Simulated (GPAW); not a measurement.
Computed results, one entry a study.

### A GW chain in GPAW: CdBr2 (R-3m)

The structure is trigonal, space group R-3m (No. 166). The conventional cell has a = 3.950 Å, b = 3.950 Å, c = 18.670 Å, α = 90.00°, β = 90.00°, γ = 120.00°. Cd has 6 Br at 2.76 Å nearest. Nearest to Br lie 3 Cd at 2.76 Å. Farther neighbours and most contacts between anions are not listed.

- method: DFT, LDA, plane waves, PAW (and 1 further level or step)
- program: GPAW 26.7.0
- settings of one run: cutoff 450 eV, GPAW PAW setups 1.2.1 data release, 4×4×4 k-mesh, nbands 200
- cost: 3 runs, 3.2 min in all on 4 MPI ranks of Arm Neoverse V1, shared host (the runs of this entry)
- notes: The database entry behind the starting cell has ideal inner coordinates that were not refined. The cell and positions come from the Crystallography Open Database and are kept as given unless a step says otherwise. Limits: no spin-orbit coupling. Only 2 of the mesh’s irreducible points were corrected, so a valley elsewhere could overtake. Bands and cutoff are finite, so the gap is not at the basis limit. The miss can reach some tenths of an eV and take either sign; the mesh is an error of its own.
- LDA gap: 2.56 eV, indirect
- G0W0 gap on the mesh: 4.31 eV
- G0W0 gap over the zone (rigid shift): 4.28 eV
- GW settings: 4×4×4 mesh, 88 bands, screening to 60 eV, Godby-Needs plasmon pole
- known limits: not at the basis limit; no spin-orbit coupling

G0W0 moves the gap on the mesh from 2.58 eV to 4.31 eV (+1.72 eV), with Z of 0.80 and 0.83 at the edges. The mesh misses the band edges by 0.03 eV in all; a rigid shift gives 4.28 eV for the zone.

[Runs of the session that timed out or met a known fault of the program may be left out.]

[Hosts, paths, dates, database ids (printed as entryN), source tags and the programs' standing remarks are cut or masked in the printed files.]
